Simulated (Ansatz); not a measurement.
# What InH (model cell, started as CsCl type) distorts into

Which phase does InH (model cell, started as CsCl type) fall into along its unstable mode, and how much energy does it gain?

Method: DFT PBE, scalar-relativistic, plane waves, PAW, in Ansatz 0.2.0.

The structure was built from a prototype and need not be the compound's stable phase.

**1. The structure**

It takes space group Pm-3m (No. 221, cubic). The conventional cell has a = 3.175 Å, b = 3.175 Å, c = 3.175 Å, α = 90.00°, β = 90.00°, γ = 90.00°. In has 8 H at 2.75 Å nearest. H has 8 In at 2.75 Å nearest. Farther neighbours are not listed.

**2. Response at finite wavevector**

The cell comes from relaxations at this level that are not shown. Stability and thermal properties need the whole zone. Linear response on a 4×4×4 q mesh gives force constants as far as a supercell of that size would.

input.yaml reads:

```yaml
crystal:
  lattice:
    - [3.1749981601, 0.0, 0.0]
    - [0.0, 3.1749981601, 0.0]
    - [0.0, 0.0, 3.1749981601]
  atoms:
    - { symbol: In, position: [0.0, 0.0, 0.0] }
    - { symbol: H, position: [0.5, 0.5, 0.5] }
kpoints:
  mp_grid: { grid: [12, 12, 12] }
hamiltonian:
  xc: pbe
scf:
  occupations: { method: methfessel_paxton, width: 0.15 }
output:
  eigenvalues: true
phonons:
  method: dfpt
  qmesh: [4, 4, 4]
  temperatures: { t_max: 1000, t_step: 50 }
  qpath:
    path:
      - [[0.0, 0.0, 0.0], [0.0, 0.5, 0.0], [0.5, 0.5, 0.0], [0.0, 0.0, 0.0], [0.5, 0.5, 0.5], [0.0, 0.5, 0.0]]
      - [[0.5, 0.5, 0.5], [0.5, 0.5, 0.0]]
    npoints: 10
```

Started as:

```
$ ansatz run input.yaml --threads 4 --pin off --max-ram 7168MiB --backend cpu --events-out ev --progress --plain --runs-dir out
```

Numbers of over 12 decimals in the logs are rounded to 6 here.

Log:

```text
Engine: ansatz 0.2.0, aarch64-unknown-linux-gnu
Pseudopotentials: kind: paw
Pseudopotential: In, paw, valence charge 13, recommended cutoff 420 eV (normal), In.paw.azcp
Pseudopotential: H, paw, valence charge 1, recommended cutoff 420 eV (normal), H.paw.azcp
Functional definition: PBE
  parameter kappa = 0.804
  parameter beta = 0.066725
  exchange = pbe_x(kappa = kappa, mu = beta*pi^2/3)
  correlation = pbe_c(beta = beta)
Crystal: 2 atoms, lattice volume = 32.006 Å³
Basis set: ecut = 420 eV, 619 PW (Γ), exchange–correlation on 48×48×48 points (8 copies of the dense FFT grid, shifted against one another)
Bands: 11, of which v1, the nominal top of the filled ones, is band 7 counted from 1 (6 counted from 0)
Symmetry: 48 space group operations
k-points: 84 of 1728
Non-local potential: In, projectors of the file, l = 0: 2, l = 1: 2, l = 2: 2, l = 3: 2
Non-local potential: H, projectors of the file, l = 0: 2, l = 1: 1
PAW form: soft (Blöchl's): semilocal exchange-correlation on the pseudo side does not see the compensation charge
PAW one-centre angular grid: In, 590 points (default); XC on 64 Gauss nodes
PAW one-centre angular grid: H, 110 points (default); XC on 64 Gauss nodes
Initial density: superposition of atomic densities (neutral atoms: chi_scale 0, normalization atom), corrected by the library's trained network
Initial wavefunctions: pseudopotential atomic-orbital guess
Functional: x = pbe(κ = 0.804, μ = 0.219515), c = pbe(β = 0.066725)
SCF iter   1: F=—  HF=-5612.605714 eV  |F-HF|=—  |Δ(HF+E_count)|=         —  Δρ=1.94e-3  dr2=1.71e-3  ethr=1.77e-3  ⟨swp⟩=5.0  Hψ=5249  notcnv=0
preconditioner: auto → none  [insulator: Δε(μ)=0.147 eV  Ē_g=17.421 eV  σ=0.150 eV  W_gap=0.65  n_scr=6 (ndim 8)  ℏωp=24.6 eV  f_vac=0.000  D(μ)=0.25/eV (n_scr^D=0)  ε∞_Penn≈3.0]
SCF iter   2: F=—  HF=-5612.604680 eV  |F-HF|=—  |Δ(HF+E_count)|=   1.03e-3  S|Δr|=    0.00e0  Δρ=3.83e-4  dr2=1.75e-5  ethr=1.22e-5  ⟨swp⟩=1.3  Hψ=1664  notcnv=0
SCF iter   3: F=—  HF=-5612.604723 eV  |F-HF|=—  |Δ(HF+E_count)|=   4.24e-5  S|Δr|=    0.00e0  Δρ=1.98e-4  dr2=4.62e-6  ethr=1.25e-7  ⟨swp⟩=2.4  Hψ=1274  notcnv=0
SCF iter   4: F=—  HF=-5612.604739 eV  |F-HF|=—  |Δ(HF+E_count)|=   1.58e-5  S|Δr|=    0.00e0  Δρ=3.19e-5  dr2=1.59e-7  ethr=3.30e-8  ⟨swp⟩=2.0  Hψ=1089  notcnv=0
SCF iter   5: F=—  HF=-5612.604739 eV  |F-HF|=—  |Δ(HF+E_count)|=   5.84e-7  S|Δr|=    0.00e0  Δρ=4.76e-6  dr2=4.50e-9  ethr=1.13e-9  ⟨swp⟩=2.0  Hψ=1492  notcnv=0
SCF iter   6: F=—  HF=-5612.604739 eV  |F-HF|=—  |Δ(HF+E_count)|=   7.44e-9  S|Δr|=    0.00e0  Δρ=6.66e-7  dr2=1.16e-10  ethr=3.21e-11  ⟨swp⟩=2.1  Hψ=1159  notcnv=0
SCF iter   7: F=-5612.604739 eV  HF=-5612.604739 eV  |F-HF|=1.82e-12  |Δ(HF+E_count)|=  4.18e-11  S|Δr|=    0.00e0  Δρ=1.31e-7  dr2=1.77e-12  ethr=1.00e-12  ⟨swp⟩=6.1  Hψ=3959  notcnv=0
SCF 1 converged in 7 iterations: F = -5612.604739 eV  dr2 = 1.77e-12
  greatest PAW one-centre occupation: 0.983 electrons in one spin orbital (limit 2), on the In atom at site 0 (counted from 0), in its partial waves of l = 2
Initial density: read from a saved state, or passed on in memory by an earlier SCF of this step, an earlier step, the calling program or the single point that the run made first
iter 1 solved again at ethr=6.75e-8 eV; its pass at ethr=3.10e-3 eV (dr2=9.45e-6 eV) is discarded
SCF iter   1: F=—  HF=-5612.604739 eV  |F-HF|=—  |Δ(HF+E_count)|=         —  Δρ=6.69e-7  dr2=6.84e-11  ethr=6.75e-8  ⟨swp⟩=3.3  Hψ=7803  notcnv=0
eigensolver tolerance schedule: the retry pair's looser diagonalisation over-reported the residual by 138234.33 of it (diagonalisation noise at an unbounded share of the residual, at the tolerance the schedule requests for it); recorded, not acted on — ethr = c·dr2/N_el stays at c = 1.0e-1
preconditioner: auto → none  [insulator: Δε(μ)=0.134 eV  Ē_g=17.445 eV  σ=0.150 eV  W_gap=0.62  n_scr=6 (ndim 8)  ℏωp=24.6 eV  f_vac=0.000  D(μ)=0.26/eV (n_scr^D=0)  ε∞_Penn≈3.0]
SCF iter   2: F=—  HF=-5612.604739 eV  |F-HF|=—  |Δ(HF+E_count)|=   3.59e-7  S|Δr|=    0.00e0  Δρ=5.10e-7  dr2=5.45e-11  ethr=1.00e-12  ⟨swp⟩=2.8  Hψ=1913  notcnv=0
SCF iter   3: F=—  HF=-5612.604739 eV  |F-HF|=—  |Δ(HF+E_count)|=  2.73e-11  S|Δr|=    0.00e0  Δρ=2.41e-7  dr2=1.17e-11  ethr=1.00e-12  ⟨swp⟩=1.0  Hψ=936  notcnv=0
SCF iter   4: F=-5612.604739 eV  HF=-5612.604739 eV  |F-HF|=1.82e-12  |Δ(HF+E_count)|=  4.55e-12  S|Δr|=    0.00e0  Δρ=7.10e-8  dr2=9.17e-13  ethr=1.00e-12  ⟨swp⟩=2.8  Hψ=2787  notcnv=0
SCF 2 converged in 4 iterations: F = -5612.604739 eV  dr2 = 9.17e-13
phonons: the bands overlap, so this run is a metal and interpolates without the dipole-dipole term. If the crystal is really an insulator or semiconductor, its LO-TO splitting is missing
NSCF: frozen V_eff on 84 k-points
NSCF: frozen V_eff on 196 k-points
DFPT response loops at q = (0, 0, 0) (fractional): preconditioner auto → Kerker (q_TF=auto, 2.377 Å⁻¹) (partly filled bands, converged f_vac=0.000); β = 1.00, the filter's whole step (`scf.mixing.beta` (0.50) is not read by the response loops under this deck's `scf.mixing.preconditioner`; to damp them name `kerker` or `kerker_dos`, under which they read `scf.mixing.beta`, and type it under 1.00, their step now; both keys bind the ground state too); Broyden in place of MSR1
NSCF: frozen V_eff on 1176 k-points
DFPT response loops at q = (0, 0, 0.25) (fractional): mixed as the last ones told, above
NSCF: frozen V_eff on 686 k-points
DFPT response loops at q = (0, 0, -0.5) (fractional): mixed as the last ones told, above
NSCF: frozen V_eff on 2016 k-points
DFPT response loops at q = (0, 0.25, 0.25) (fractional): mixed as the last ones told, above
NSCF: frozen V_eff on 1176 k-points
DFPT response loops at q = (0, 0.25, -0.5) (fractional): mixed as the last ones told, above
NSCF: frozen V_eff on 686 k-points
DFPT response loops at q = (0, -0.5, -0.5) (fractional): mixed as the last ones told, above
NSCF: frozen V_eff on 1872 k-points
DFPT response loops at q = (0.25, 0.25, 0.25) (fractional): mixed as the last ones told, above
NSCF: frozen V_eff on 2016 k-points
DFPT response loops at q = (0.25, 0.25, -0.5) (fractional): mixed as the last ones told, above
NSCF: frozen V_eff on 1176 k-points
DFPT response loops at q = (0.25, -0.5, -0.5) (fractional): mixed as the last ones told, above
NSCF: frozen V_eff on 392 k-points
DFPT response loops at q = (-0.5, -0.5, -0.5) (fractional): mixed as the last ones told, above
SCF converged after 7 iterations
Stability not checked: this state was not tested for a lower state beside it, because cold or Methfessel-Paxton smearing, or corrected tetrahedra, fill the levels in a way that the test cannot read (fill_not_monotonic; see scf.lower_state_search)
Free energy (F): -5612.604739 eV
Harris-Foulkes:  -5612.604739 eV  (|F-HF|=1.82e-12)
Internal energy: -5612.605371 eV  (E = F + TS)
E sigma→0 (E₀):  -5612.604897 eV
Entropy (-TS):   0.000632 eV (0.316 meV/atom)
Fermi energy:    8.221120 eV
Step filling:    the computed levels leave a gap of 0.0000 eV = 0.0 smearing widths at the electron count; against every level under it full and every level over it empty, smearing changes F+E_penalty+E_count by +0.152 meV and its σ→0 estimate by -6.26e-3 meV
--- Per-component energies (eV) ---
  E_band       = -46.360029
  E_kinetic    = 252.325803
  E_local      = -1173.053505  (includes V_loc(G=0)·N_el)
  E_nonlocal   = 367.431638
  E_hartree    = 457.742422
  E_xc         = -224.376772
  E_vxc        = -110.695945  (∫ρ·V_xc dr)
  E_paw        = -4151.607060  (= ΣΔE_a)
  E_vpaw       = -297.851884  (= ΣTr[D̂ρ^β])
  E_aug_tail   = -0.000990  (compensation charges beyond the density's cutoff)
  E_ewald      = -1141.066908
  E_smearing   = 0.000632  (= −TS)
  E_closure    = 0.000000  (closes the sum)
  Σ components = -5612.604739   (vs F -5612.604739, Δ=0.00e0)
--- Band table (eV; the first three rows and the last of 84) ---
  k-point 0: bands = [... 3 lower, -6.1939, -6.1939, -1.3108, 10.4287, 14.2470, 14.2470, 14.2470, 17.6213]
  k-point 1: bands = [... 3 lower, -6.2039, -6.1931, -1.2021, 10.0331, 13.7002, 14.3708, 14.3708, 17.6932]
  k-point 2: bands = [... 3 lower, -6.2309, -6.1908, -0.8743, 8.8746, 13.1618, 14.7348, 14.7348, 17.9098]
  k-point 83: bands = [... 3 lower, -6.0398, -6.0398, 6.9288, 9.7153, 9.8973, 9.8973, 9.8973, 13.9950]
--- Phonons (Γ-DFPT): 2 representative perturbations + reference (Σ response iterations 6) ---
  ASR residual: 8.196e-5 → 0.000e0 eV/Å²; symmetrization residual: 3.856e-7 eV/Å²
  ASR residual per site (eV/Å²): 8.20e-5 1.75e-5
  Γ frequencies (cm⁻¹): -528.58 -528.58 -528.58 0.00 0.00 0.00
--- Phonons (arbitrary-q DFPT): 10 irreducible q on the 4×4×4 mesh ---
  q = [0.0000, 0.0000, 0.0000] (star 1, of the zone-centre solve; hermiticity 7.51e-7, symmetrization 5.92e-12): -528.58 -528.58 -528.58 -0.00 0.00 0.00
  q = [0.0000, 0.0000, 0.2500] (star 6, 4 solved perturbations in 1848 linear systems a pass and spin channel, the states on 588 of 1728 k-point pairs; hermiticity 2.55e-7, symmetrization 3.60e-12): -317.43 -317.43 -82.00 -29.46 -29.46 89.21
  q = [0.0000, 0.0000, -0.5000] (star 3, 4 solved perturbations in 1078 linear systems a pass and spin channel, the states on 343 of 1728 k-point pairs; hermiticity 1.33e-14, symmetrization 3.62e-13): -147.07 -147.07 -61.04 -61.04 114.70 124.11
  q = [0.0000, 0.2500, 0.2500] (star 12, 4 solved perturbations in 3108 linear systems a pass and spin channel, the states on 1008 of 1728 k-point pairs; hermiticity 2.64e-7, symmetrization 1.87e-12): -402.87 -126.14 36.68 38.59 73.51 103.73
  q = [0.0000, 0.2500, -0.5000] (star 12, 6 solved perturbations on 588 of 1728 k-point pairs; hermiticity 1.79e-7, symmetrization 2.37e-14): -383.66 -208.09 -64.24 70.48 115.22 148.05
  q = [0.0000, -0.5000, -0.5000] (star 3, 4 solved perturbations in 1078 linear systems a pass and spin channel, the states on 343 of 1728 k-point pairs; hermiticity 1.20e-7, symmetrization 2.08e-13): -396.67 -396.67 -67.66 107.74 107.74 276.13
  q = [0.2500, 0.2500, 0.2500] (star 8, 2 solved perturbations on 936 of 1728 k-point pairs; hermiticity 3.20e-7, symmetrization 6.00e-13): -274.54 -274.54 71.37 71.95 71.95 233.09
  q = [0.2500, 0.2500, -0.5000] (star 12, 4 solved perturbations in 3108 linear systems a pass and spin channel, the states on 1008 of 1728 k-point pairs; hermiticity 3.64e-8, symmetrization 2.56e-12): -315.05 -261.66 -179.17 40.63 68.35 109.19
  q = [0.2500, -0.5000, -0.5000] (star 6, 4 solved perturbations in 1848 linear systems a pass and spin channel, the states on 588 of 1728 k-point pairs; hermiticity 3.60e-8, symmetrization 5.09e-14): -360.94 -360.94 -170.93 26.40 101.81 101.81
  q = [-0.5000, -0.5000, -0.5000] (star 1, 2 solved perturbations on 196 of 1728 k-point pairs; hermiticity 2.38e-14, symmetrization 2.89e-12): -209.05 -209.05 -209.05 89.82 89.82 89.82
  sum rule: each row above includes the acoustic sum rule's correction from the zone centre's row sums; it moved no ω² by more than (2.17 cm⁻¹)²
  mesh force constants: q→R imaginary residual 1.38e-18; ASR residual 8.196e-5 → 0.000e0 eV/Å²; symmetrization residual 1.110e-15 eV/Å²
  interpolated dispersion: 62 rows × 6 modes
  density of states and harmonic sums: on the 20×20×20 q-mesh, interpolated from the force constants of a 4×4×4 supercell (no non-analytic term)
  largest difference from the sums on the solved wave vectors: F 2.24e-2 eV, S 3.12e-5 and C_V 1.16e-5 eV/K
  zero-point energy: 0.016961 eV/cell   skipped modes (ω ≤ 0): 903, of them read as no rigid motion or as one in doubt: 900 (3.071e0 modes/cell left out, lowest -528.58 cm⁻¹)   left out of the sums: 5.12e-1 of the cell's modes: C_V's classical limit lies that fraction below 3 k_B per atom; for a crystal, a wire or a layer, F and S can be off by more, and a phonons.interpolated_qmesh denser along its periods is the remedy for the sampling
```

It took 2.2 min on 4 threads of Arm Neoverse V1, shared host; peak memory 1.1 GiB; 8.5 min of CPU time.

This step gave:

```yaml
volume_per_atom: 16.00 Å³
gap_on_the_k_mesh: 0 eV
sum_rule_residual_before_enforcement: 8.20e-5 eV/Å²
lowest_frequency_on_the_path: -528.6 cm⁻¹
point_group: m-3m
highest_frequency_on_the_path_or_at_a_solved_wavevector: 276.1 cm⁻¹
highest_optical_mode_at_the_zone_centre_no_lo_to_term: -528.6 cm⁻¹
lowest_optical_zone_centre_mode: -528.6 cm⁻¹
lowest_mode_on_the_q_mesh_acoustic_modes_at_gamma_apart: -528.6 cm⁻¹
```

Frequencies (cm⁻¹) solved at each irreducible wavevector; negative means imaginary. Frequencies by wavevector, by row:

```tsv
q in reciprocal lattice units	star	mode 1	mode 2	mode 3	mode 4	mode 5	mode 6
0 0 0	1	-528.6	-528.6	-528.6	0	0	0
0 0 0.25	6	-317.4	-317.4	-82	-29.5	-29.5	89.2
0 0 -0.5	3	-147.1	-147.1	-61	-61	114.7	124.1
0 0.25 0.25	12	-402.9	-126.1	36.7	38.6	73.5	103.7
0 0.25 -0.5	12	-383.7	-208.1	-64.2	70.5	115.2	148.1
0 -0.5 -0.5	3	-396.7	-396.7	-67.7	107.7	107.7	276.1
0.25 0.25 0.25	8	-274.5	-274.5	71.4	72	72	233.1
0.25 0.25 -0.5	12	-315.1	-261.7	-179.2	40.6	68.3	109.2
0.25 -0.5 -0.5	6	-360.9	-360.9	-170.9	26.4	101.8	101.8
-0.5 -0.5 -0.5	1	-209.1	-209.1	-209.1	89.8	89.8	89.8
```

Interpolated from a 4×4×4 q mesh. Phonon branches along the path, in cm⁻¹:

```tsv
point	branch 1	branch 2	branch 3	branch 4	branch 5	branch 6
Γ	-529	-529	-529	0	0	0
halfway	-317	-317	-82	-30	-30	89
X	-147	-147	-61	-61	115	124
halfway	-384	-208	-64	70	115	148
M	-397	-397	-68	108	108	276
halfway	-403	-126	37	39	74	104
Γ	-529	-529	-529	0	0	0
halfway	-274	-274	71	72	72	233
R	-209	-209	-209	90	90	90
halfway	-315	-262	-179	41	68	109
X	-147	-147	-61	-61	115	124
jump to R	-209	-209	-209	90	90	90
halfway	-361	-361	-171	26	102	102
M	-397	-397	-68	108	108	276
```

The phonon branches as a text plot (rows in cm⁻¹):

```
    259 |             ***                                       *
    226 |            *   *             **                      *
    192 |     *     *     *
    159 |    * *                                              *
    125 |      ********    **            **         ******
     92 |   ***    ***********           ***********      *******
     58 |  *     * *         ***     ******       ****     **
     25 |**       *          *  ** ****             * ***    *
     -9 |***                  *****                  *
    -42 |   ****              *                       ***     *
    -76 |   *   *************                         ** *     **
   -109 |                    *                       *  *
   -143 |      ****        **                          ***
   -177 |          *                       *        * *      *
   -210 |     *                               ***    *    ***
   -244 |    *            *   **            **  ****   *
   -277 |         * *                   *****    ****
   -311 |   *        *              *  *          *****    *
   -344 |          *  *  *     *     **                     **
   -378 |  *            *     * *                             *
   -411 |           ********** *    *                          **
   -445 | **                    *
   -478 | *                      * *
   -512 |*                       ***
         Γ      X      M          Γ            R        X|R     M
```

Symmetry leaves 10 wavevectors to solve. The lowest mode among them, the acoustic zeros apart, lies at Γ and is imaginary, 528.6i cm⁻¹, so the energy falls along it.

**3. The mode frozen in, largest atomic shift 0 Å**

The mode followed lies at Γ with frequency 528.6i cm⁻¹ and is 3-fold degenerate, the softest among the wavevectors solved. At small amplitude the distorted cell has space group no. 38 by a symmetry search on the positions. The undistorted cell that holds it gives the zero of energy on the same k mesh.

input.yaml, the sections that differ from step 2:

```yaml
output:
  forces: true
  stress: true
  eigenvalues: true
# crystal, kpoints, hamiltonian, scf: as in step 2
# phonons: removed
```

Log:

```text
[...]
Crystal: 2 atoms, lattice volume = 32.006 Å³
Basis set: ecut = 420 eV, 619 PW (Γ), exchange–correlation on 48×48×48 points (8 copies of the dense FFT grid, shifted against one another)
Bands: 11, of which v1, the nominal top of the filled ones, is band 7 counted from 1 (6 counted from 0)
Symmetry: 48 space group operations
[...]
k-points: 84 of 1728
[...]
--- Band table (eV; the first three rows and the last of 84) ---
  k-point 0: bands = [... 3 lower, -6.1939, -6.1939, -1.3107, 10.4287, 14.2470, 14.2470, 14.2470, 17.6214]
  k-point 1: bands = [... 3 lower, -6.2039, -6.1931, -1.2021, 10.0331, 13.7003, 14.3708, 14.3708, 17.6932]
  k-point 2: bands = [... 3 lower, -6.2309, -6.1908, -0.8743, 8.8746, 13.1618, 14.7348, 14.7348, 17.9098]
  k-point 83: bands = [... 3 lower, -6.0398, -6.0398, 6.9288, 9.7153, 9.8973, 9.8973, 9.8973, 13.9950]
[key lines of the parts left out:]
SCF converged after 5 iterations
Free energy (F): -5612.604739 eV
Fermi energy:    8.221140 eV
P = ⅓ Tr σ = -0.0053 GPa (-0.053 kbar)
```

Run time: 0.57 s. Hardware: 4 threads; peak memory 0.3 GiB.

This step gave:

```yaml
pressure: -0.005335 GPa
energy_from_the_undistorted_cell: 0 meV/atom
```

The run ends at a pressure of -0.01 GPa.

**4. The mode frozen in, largest atomic shift 0.6 Å**

The atoms are moved along the unstable eigenvector, the largest shift by 0.6 Å, with the cell fixed.

input.yaml, the sections that differ from step 3:

```yaml
crystal:
  lattice:
    - [3.1749981601, 0.0, 0.0]
    - [0.0, 3.1749981601, 0.0]
    - [0.0, 0.0, 3.1749981601]
  atoms:
    - { symbol: In, position: [0.0, -0.0011731224, -0.0011731224] }
    - { symbol: H, position: [0.5, 0.6336265558, 0.6336265558] }
# kpoints, hamiltonian, scf, output: as in step 3
```

Log:

```text
[...]
Crystal: 2 atoms, lattice volume = 32.006 Å³
Basis set: ecut = 420 eV, 619 PW (Γ), exchange–correlation on 48×48×48 points (8 copies of the dense FFT grid, shifted against one another)
Bands: 11, of which v1, the nominal top of the filled ones, is band 7 counted from 1 (6 counted from 0)
Symmetry: 4 space group operations
[...]
k-points: 301 of 1728 (time reversal used)
[...]
--- Band table (eV; the first three rows and the last of 301) ---
  k-point 0: bands = [... 3 lower, -6.1263, -6.1241, -1.4563, 10.0365, 14.1947, 14.4522, 15.3009, 17.3607]
  k-point 1: bands = [... 3 lower, -6.1365, -6.1274, -1.3503, 9.7395, 13.7621, 14.3171, 15.3210, 17.5347]
  k-point 2: bands = [... 3 lower, -6.1641, -6.1291, -1.0313, 8.7659, 13.0653, 14.6760, 15.5560, 17.7518]
  k-point 300: bands = [... 3 lower, -5.9747, -5.9603, 6.4480, 9.5965, 9.8814, 9.9179, 9.9786, 14.0065]
[key lines of the parts left out:]
SCF converged after 6 iterations
Free energy (F): -5612.737831 eV
Fermi energy:    8.341994 eV
P = ⅓ Tr σ = 1.2140 GPa (12.140 kbar)
```

Elapsed: 2.8 s, on 4 threads; peak memory 0.42 GiB.

Numbers from this step:

| Item | Value |
| --- | --- |
| pressure | 1.214 GPa |
| energy from the undistorted cell | -66.48 meV/atom |

The energy, extrapolated to zero smearing, is -66.48 meV/atom against the undistorted cell.

The run ends at a pressure of 1.21 GPa, with forces up to 0.33 eV/Å.

**5. Energy along the mode, all amplitudes (two of the runs are shown above)**

An imaginary frequency means negative curvature, so the energy should fall and then rise again as anharmonic terms take over.

This step gave:

* depth at the lowest point sampled: 66.48 meV/atom
* largest atomic shift at that point: 0.6 Å

The energy from the parent by largest atomic shift:

```tsv
largest atomic shift (Å)	energy from the parent (meV/atom)
0.000	0
0.040	-0.422
0.080	-1.65
0.140	-4.83
0.220	-11.2
0.320	-22.5
0.450	-41.5
0.600	-66.5
```

Displacement at unit largest shift by atom:

```tsv
atom	x (Å)	y (Å)	z (Å)	size
In1	0.000	-0.006	-0.006	0.008
H2	0.000	0.707	0.707	1.000
```

The lowest of the steps tried is the last one, at 0.6 Å, 66.5 meV/atom below the parent; the bottom of the well need not coincide with a step.

(Part 1 of 2 ends here.)

[Logs are printed without paths, hosts, clocks, repeated set-up lines and the standing remarks that a program may print on its own settings, such as how far it seeks lower states.]

[Hosts, paths, dates, database ids (printed as entryN), source tags and the programs' standing remarks are cut or masked in the printed files.]
